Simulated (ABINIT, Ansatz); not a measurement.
# A GW run on H6PbCBr3N (Pm) in ABINIT, with inputs changed

Aim: change inputs of a GW run on H6PbCBr3N (Pm) and see what moves.

Calculated with ABINIT 10.8.3; PBEsol and many-body steps on it, plane waves.

### 1. Set-up

It takes space group Pm (No. 6, monoclinic). Conventional cell: a = 6.039 Å, b = 6.060 Å, c = 6.128 Å, α = 90.00°, β = 90.07°, γ = 90.00°. H has 1 N at 1.04 Å nearest. Nearest to H lie 1 N at 1.04 Å. Nearest to H lie 1 C at 1.09 Å. Nearest to H lie 1 C at 1.10 Å. Nearest to Pb lie 6 Br at 2.98 to 3.11 Å. C has 3 H at 1.09 to 1.10 Å and 1 N at 1.49 Å nearest. Farther neighbours and most contacts between anions are not listed.

The cell and positions are those that the Materials Project relaxed with its own functionals (PBE, PBE+U or r2SCAN), kept fixed. Spin-orbit coupling is left out unless a step names it.

### 2. Screening, 2×2×2 mesh, 251 bands, screening to 114.3 eV

This step: ABINIT 10.8.3; RPA screening on PBEsol, plane waves, norm-conserving pseudopotentials.

The RPA dielectric matrix is built and inverted for each q.

File run.abi:

```
acell 3*1.0 Angstrom
rprim 
  6.038531000000 -0.000000000000 -0.000000000000
  -0.000000000000 6.059680000000 0.000000000000
  -0.007679000000 0.000000000000 6.128174000000
ntypat 5
znucl 1 82 6 35 7
natom 12
typat 1 1 1 1 1 1 2 3 4 4 4 5
xred 
  0.218258000000 0.862101000000 0.968190000000
  0.177786000000 -0.000000000000 0.198636000000
  0.825095000000 0.851944000000 0.061619000000
  0.869341000000 -0.000000000000 0.811715000000
  0.825095000000 0.148056000000 0.061619000000
  0.218258000000 0.137899000000 0.968190000000
  0.475266000000 0.500000000000 0.477994000000
  0.897311000000 -0.000000000000 0.988520000000
  0.430028000000 0.500000000000 0.972748000000
  0.434852000000 -0.000000000000 0.512708000000
  0.966538000000 0.500000000000 0.440736000000
  0.140606000000 -0.000000000000 0.032465000000
pp_dirpath "pseudos"
pseudos "H.upf, Pb.upf, C.upf, Br.upf, N.upf"
ecut 37
ngkpt 2 2 2
nshiftk 1
shiftk 0 0 0
kptopt 1
chksymbreak 0
istwfk *1
occopt 1
irdwfk 1
optdriver 3
nband 251
ecuteps 4.2
inclvkb 2
awtr 1
symchi 1
indata_prefix "in"
outdata_prefix "out"
tmpdata_prefix "tmp"
```

Started as:

```
> OMP_NUM_THREADS=1 mpirun -n 16 abinit run.abi > log
```

Log:

```text
.Version 10.8.3 of ABINIT. v10.8.2 released Aug 2026.

 Symmetries : space group Pm (#  6); Bravais mP (primitive monocl.)
[... echo of the input left out ...]
== DATASET  1 ==================================================================
-   mpi_nproc: 16, omp_nthreads: 1 (-1 if OMP is not activated)

--- !DatasetInfo
iteration_state: {dtset: 1, }
dimensions: {natom: 12, nkpt: 8, mband: 251, nsppol: 1, nspinor: 1, nspden: 1, mpw: 16306, }
cutoff_energies: {ecut:  37.0, pawecutdg:  -1.0, }
electrons: {nelect:   8.80000000E+01, charge:   0.00000000E+00, occopt:   1.00000000E+00, tsmear:   1.00000000E-02, }

 SCREENING: Calculation of the susceptibility and dielectric matrices

 Based on a program developped by R.W. Godby, V. Olevano, G. Onida, and L. Reining.
 Incorporated in ABINIT by V. Olevano, G.-M. Rignanese, and M. Torrent.
.Using double precision arithmetic ; gwpc =  8

[... cell and pseudopotentials left out ...]
--------------------------------------------------------------------------------

 ==== K-mesh for the wavefunctions ====
 Number of points in the irreducible wedge :     8
[... list of points left out ...]
 Together with  2 symmetry operations and time-reversal symmetry
 yields     8 points in the full Brillouin Zone.

 ==== Q-mesh for the screening function ====
 Number of points in the irreducible wedge :     8
[... list of points left out ...]
 Together with  2 symmetry operations and time-reversal symmetry
 yields     8 points in the full Brillouin Zone.

 setmesh: FFT mesh size selected  =    45x   45x   45
          total number of points  =        91125

 vcoul_init : cutoff-mode = AUXILIARY_FUNCTION
 q-points for optical limit:   1
     1)      0.000010    0.000020    0.000030

- screening: taking advantage of time-reversal symmetry
- Maximum band index for partially occupied states nbvw = 44
- Remaining bands to be divided among processors   nbcw = 207
- Number of bands treated by each node ~12

 Number of electrons calculated from density =   88.0000; Expected =   88.0000
 average of density, n =  0.058153
 r_s =    1.6012
 omega_plasma =   23.2618 [eV]

 calculating chi0 at frequencies [eV] :
  1    0.000000E+00    0.000000E+00
  2    0.000000E+00    2.326176E+01

--------------------------------------------------------------------------------
  q-point number  1        q = ( 0.000000, 0.000000, 0.000000) [r.l.u.]
--------------------------------------------------------------------------------
[... chi0 elements left out ...]
 For q-point:  0.000010 0.000020 0.000030
  dielectric constant =   6.4374
  dielectric constant without local fields =   7.3549

  Average fulfillment of the sum rule on Im[epsilon] for q-point    1 :     55.39  [%]
[... wings left out ...]
  q-point number  2        q = ( 0.500000, 0.000000, 0.000000) [r.l.u.]
--------------------------------------------------------------------------------
[... chi0 elements left out ...]
  Average fulfillment of the sum rule on Im[epsilon] for q-point    2 :     59.57  [%]

 [... 6 further q-points ...]
```

It took 2.5 min on 16 MPI ranks of Intel Xeon 6975P-C (Granite Rapids), shared host; peak memory 16 GiB; 39 min of CPU time.

Numbers from this step:

- ε∞ with local fields, on this mesh, along the program's q direction: 6.437
- the same without local fields: 7.355
- plasma frequency: 23.26 eV
- plane waves in the screening matrix: 619

Local fields lower ε∞ by 12 %. On a Γ-centred mesh this coarse the value itself is usually too large, while a short band sum pulls it down.

### 3. Base

The self-energy is evaluated for the states that the input lists, and the levels follow from it, in one-shot runs by the linearised quasiparticle equation.

This step: G0W0 on PBEsol, plane waves, norm-conserving pseudopotentials.

run.abi: that of step 2 with these lines changed.

```diff
@@ -33,8 +33,17 @@
 irdwfk 1
-optdriver 3
+optdriver 4
 nband 251
+gwcalctyp 0
+ecutsigx 37
+symsigma 1
+nkptgw 2
+kptgw 
+  0.5000000000 0.5000000000 0.5000000000
+  0.0000000000 0.0000000000 0.0000000000
+bdgw 
+  43 46
+  43 46
 ecuteps 4.2
-inclvkb 2
-awtr 1
-symchi 1
+irdscr 1
+ppmodel 1
 indata_prefix "in"
```

Log:

```text
.Version 10.8.3 of ABINIT. v10.8.2 released Aug 2026.

 Symmetries : space group Pm (#  6); Bravais mP (primitive monocl.)
[... echo of the input left out ...]
== DATASET  1 ==================================================================
-   mpi_nproc: 16, omp_nthreads: 1 (-1 if OMP is not activated)

--- !DatasetInfo
iteration_state: {dtset: 1, }
dimensions: {natom: 12, nkpt: 8, mband: 251, nsppol: 1, nspinor: 1, nspden: 1, mpw: 16306, }
cutoff_energies: {ecut:  37.0, pawecutdg:  -1.0, }
electrons: {nelect:   8.80000000E+01, charge:   0.00000000E+00, occopt:   1.00000000E+00, tsmear:   1.00000000E-02, }

 SIGMA: Calculation of the GW corrections

 Based on a program developped by R.W. Godby, V. Olevano, G. Onida, and L. Reining.
 Incorporated in ABINIT by V. Olevano, G.-M. Rignanese, and M. Torrent.
.Using double precision arithmetic ; gwpc =  8

[... cell and pseudopotentials left out ...]
--------------------------------------------------------------------------------

 ==== K-mesh for the wavefunctions ====
 Number of points in the irreducible wedge :     8
[... list of points left out ...]
 Together with  2 symmetry operations and time-reversal symmetry
 yields     8 points in the full Brillouin Zone.

 ==== Q-mesh for screening function ====
 Number of points in the irreducible wedge :     8
[... list of points left out ...]
 Together with  2 symmetry operations and time-reversal symmetry
 yields     8 points in the full Brillouin Zone.

 vcoul_init : cutoff-mode = AUXILIARY_FUNCTION
 q-points for optical limit:   1
     1)      0.000010    0.000020    0.000030
 setmesh: FFT mesh size selected  =    64x   64x   64
          total number of points  =       262144

 Number of electrons calculated from density =   88.0000; Expected =   88.0000
 average of density, n =  0.058153
 r_s =    1.6012
 omega_plasma =   23.2618 [eV]

 === KS Band Gaps ===
  >>>> For spin  1
   Minimum direct gap =   2.0047 [eV], located at k-point      :   0.5000  0.5000  0.5000
   Fundamental gap    =   2.0047 [eV], Top of valence bands at :   0.5000  0.5000  0.5000
                                       Bottom of conduction at :   0.5000  0.5000  0.5000
 SIGMA fundamental parameters:
 PLASMON POLE MODEL  1
 number of plane-waves for SigmaX                16279
 number of plane-waves for SigmaC and W            619
 number of plane-waves for wavefunctions         16279
 number of bands                                   251
 number of independent spin polarizations            1
 number of spinorial components                      1
 number of k-points in IBZ                           8
 number of q-points in IBZ                           8
 number of symmetry operations                       2
 number of k-points in BZ                            8
 number of q-points in BZ                            8
 number of frequencies for dSigma/dE                 9
 frequency step for dSigma/dE [eV]                0.25
 number of omega for Sigma on real axis              0
 max omega for Sigma on real axis  [eV]           0.00
 zcut for avoiding poles [eV]                     0.10

 EPSILON^-1 parameters (SCR file):
 dimension of the eps^-1 matrix on file            619
 dimension of the eps^-1 matrix used               619
 number of plane-waves for wavefunctions         16279
 number of bands                                   251
 number of q-points in IBZ                           8
 number of frequencies                               2
 number of real frequencies                          1
 number of imag frequencies                          1

 matrix elements of self-energy operator (all in [eV])

 Perturbative Calculation

--- !SelfEnergy_ee
iteration_state: {dtset: 1, }
kpoint     : [   0.500,    0.500,    0.500, ]
spin       : 1
KS_gap     :    2.005
QP_gap     :    3.834
Delta_QP_KS:    1.829
data: !SigmaeeData |
     Band     E0 <VxcDFT>   SigX SigC(E0)      Z dSigC/dE  Sig(E)    E-E0       E
       43  -0.462 -14.394 -19.340   2.886   0.786  -0.273 -16.012  -1.618  -2.080
       44   0.350 -15.279 -18.521   1.901   0.798  -0.253 -16.349  -1.070  -0.720
       45   2.354 -10.622  -6.649  -3.044   0.817  -0.224  -9.864   0.759   3.113
       46   2.367 -10.597  -6.591  -3.052   0.817  -0.224  -9.817   0.780   3.147

--- !SelfEnergy_ee
iteration_state: {dtset: 1, }
kpoint     : [   0.000,    0.000,    0.000, ]
spin       : 1
KS_gap     :    5.072
QP_gap     :    7.196
Delta_QP_KS:    2.124
data: !SigmaeeData |
     Band     E0 <VxcDFT>   SigX SigC(E0)      Z dSigC/dE  Sig(E)    E-E0       E
       43  -0.683 -14.002 -18.932   2.896   0.783  -0.277 -15.595  -1.593  -2.276
       44  -0.665 -14.012 -18.929   2.894   0.783  -0.278 -15.595  -1.584  -2.248
       45   4.408  -7.707  -3.909  -3.154   0.839  -0.191  -7.167   0.540   4.948
       46   5.519 -11.746  -7.688  -3.270   0.802  -0.247 -11.114   0.632   6.151

== END DATASET(S) ==============================================================
================================================================================

 -outvars: echo values of variables after computation  --------
           etotal      0.0000000000E+00
            nband         251
             nkpt           8
          spgroup           6
 [... the other variables as echoed above ...]

 Calculation completed.
```

It took 20 s on 16 MPI ranks; peak memory 8.2 GiB; 5.3 min of CPU time.

Numbers from this step:

- G0W0 gap on the points computed: 3.833 eV
- starting gap on the mesh: 2.005 eV
- k of the valence top: 0.5, 0.5, 0.5
- k of the conduction bottom: 0.5, 0.5, 0.5
- Z at the valence top: 0.798
- Z at the conduction bottom: 0.817
- least direct G0W0 gap on the computed points: 3.833 eV

The gap on the mesh goes from 2.00 eV to 3.83 eV, a correction of +1.83 eV.

### 4. More bands than the file holds

run.abi: that of step 3 with these lines changed.

```diff
@@ -34,3 +34,3 @@
 optdriver 4
-nband 251
+nband 1659
 gwcalctyp 0
```

Log:

```text
.Version 10.8.3 of ABINIT. v10.8.2 released Aug 2026.

 Symmetries : space group Pm (#  6); Bravais mP (primitive monocl.)
================================================================================
 Values of the parameters that define the memory need of the present run
     intxc =       0    ionmov =       0      iscf =       7    lmnmax =       6
     lnmax =       6     mgfft =      64  mpssoang =       3    mqgrid =    3171
     natom =      12  nloc_mem =       1    nspden =       1   nspinor =       1
    nsppol =       1      nsym =       2    n1xccc =    2501    ntypat =       5
    occopt =       1   xclevel =       2
-    mband =        1659        mffmem =           1         mkmem =           1
       mpw =       16306          nfft =      262144          nkpt =           8
================================================================================
  Rough estimation (10% accuracy) of disk space for files :
================================================================================

--------------------------------------------------------------------------------
------------- Echo of variables that govern the present computation ------------
--------------------------------------------------------------------------------
 -outvars: echo values of preprocessed input variables --------
            acell      1.8897261259E+00  1.8897261259E+00  1.8897261259E+00 Bohr

             bdgw          43      46      43      46
      chksymbreak           0
             ecut      3.70000000E+01 Hartree
          ecuteps      4.20000000E+00 Hartree
         ecutsigx      3.70000000E+01 Hartree
          ecutwfn      3.70000000E+01 Hartree
-          fftalg         312
           irdscr           1
           irdwfk           1

[...]
--- l  ekb(1:nproj) -->
[...]
1   -0.494138
 pspatm: atomic psp has been read  and splines computed

- Pb Generated using ONCVPSP code by D. R. Hamann
- 82.00000  22.00000  180301                  znucl, zion, pspdat
12 -116133 2 -1 1678                          pspcod,pspxc,lmax,lloc,mmax
     nproj     2     2     2
  pspatm : epsatm=   27.24616311
         --- l  ekb(1:nproj) -->
[...]
pspatm: atomic psp has been read  and splines computed

- C Generated using ONCVPSP code by D. R. Hamann
-  6.00000   4.00000  180301                  znucl, zion, pspdat
12 -116133 1 -1 1248                          pspcod,pspxc,lmax,lloc,mmax
     nproj     2     2     0
  pspatm : epsatm=    4.34909242
         --- l  ekb(1:nproj) -->
[...]
pspatm: atomic psp has been read  and splines computed

- Br Generated using ONCVPSP code by D. R. Hamann
- 35.00000  17.00000  180301                  znucl, zion, pspdat
12 -116133 2 -1 1098                          pspcod,pspxc,lmax,lloc,mmax
     nproj     2     2     2
  pspatm : epsatm=   31.49815384
         --- l  ekb(1:nproj) -->
[...]
pspatm: atomic psp has been read  and splines computed

- N Generated using ONCVPSP code by D. R. Hamann
-  7.00000   5.00000  180301                  znucl, zion, pspdat
12 -116133 1 -1 1058                          pspcod,pspxc,lmax,lloc,mmax
     nproj     2     2     0
  pspatm : epsatm=    5.26508482
         --- l  ekb(1:nproj) -->
             0    7.464189    0.625868
             1   -4.309714   -1.012941
 pspatm: atomic psp has been read  and splines computed

   1.17471133E+04                                ecore*ucvol(ha*bohr**3)
--------------------------------------------------------------------------------

--- !ERROR
message: |
    Number of bands stored WFK file is less than required.
    WFK mband: 607, self-energy nband: 1659

--- !ERROR
message: |
    Number of bands stored WFK file is less than required.
    WFK mband: 607, self-energy nband: 1659

--- from the log ---
Number of bands stored WFK file is less than required.
    WFK mband: 607, self-energy nband: 1659
```

It took 2.9 s on 16 MPI ranks; peak memory 0.06 GiB.

The run stopped with an error after 2.9 s.

The program's words: Number of bands stored WFK file is less than required. WFK mband: 607, self-energy nband: 1659

The fault put into this input: more bands than the file holds.

### 5. The runs together

Times are wall times on 16 MPI ranks of Intel Xeon 6975P-C (Granite Rapids), shared host, good to a factor of about two. A run's time includes the screening step that it read.

```
 run   mesh  bands  screening cutoff (eV)  DFT gap (eV)  gap on the mesh (eV)  direct (eV)  ε∞ used     time
base  2×2×2    251                  114.3         2.005                 3.833        3.833     6.44  2.8 min
```

### 6. Outcome

| Property | Result |
| --- | --- |
| base | 3.833 eV |
| known limits | not at the basis limit; no spin-orbit coupling; coarse k mesh |

What this shows: Bands and cutoff are finite, so the gap is not at the basis limit. The miss can reach some tenths of an eV and take either sign; the mesh is an error of its own. In the G0W0 run levels were corrected at 2 k points alone, so a gap called «on the mesh» is the least over those, and an edge elsewhere would be missed. The 2×2×2 mesh is coarse for this cell, which bears on the long-range parts of exchange and screening. Where an edge is built on 6p states of lead, bismuth or thallium, scalar-relativistic gaps usually stand too wide, by a few tenths to over one eV. The many-body steps are scalar-relativistic: spin-orbit coupling is not in them.

[Paths, hosts, dates, memory and timing lines, banners, echoed tables and standing remarks are left out of the program output.]

[Logs are printed without paths, hosts, clocks, repeated set-up lines and the standing remarks that a program may print on its own settings, such as how far it seeks lower states.]

[Runs of the session that timed out or met a known fault of the program may be left out.]

[Hosts, paths, dates, database ids (printed as entryN), source tags and the programs' standing remarks are cut or masked in the printed files.]

[G0W0 gaps are taken among the corrected bands and points alone; a level outside them can change the order at an edge.]

[Where Ansatz stands beside ABINIT at settings called matched, ABINIT's density can come from a denser mesh and the files from another edition; pairs whose starting gaps differed by over 0.03 eV were left out, so agreement reads better than it is.]
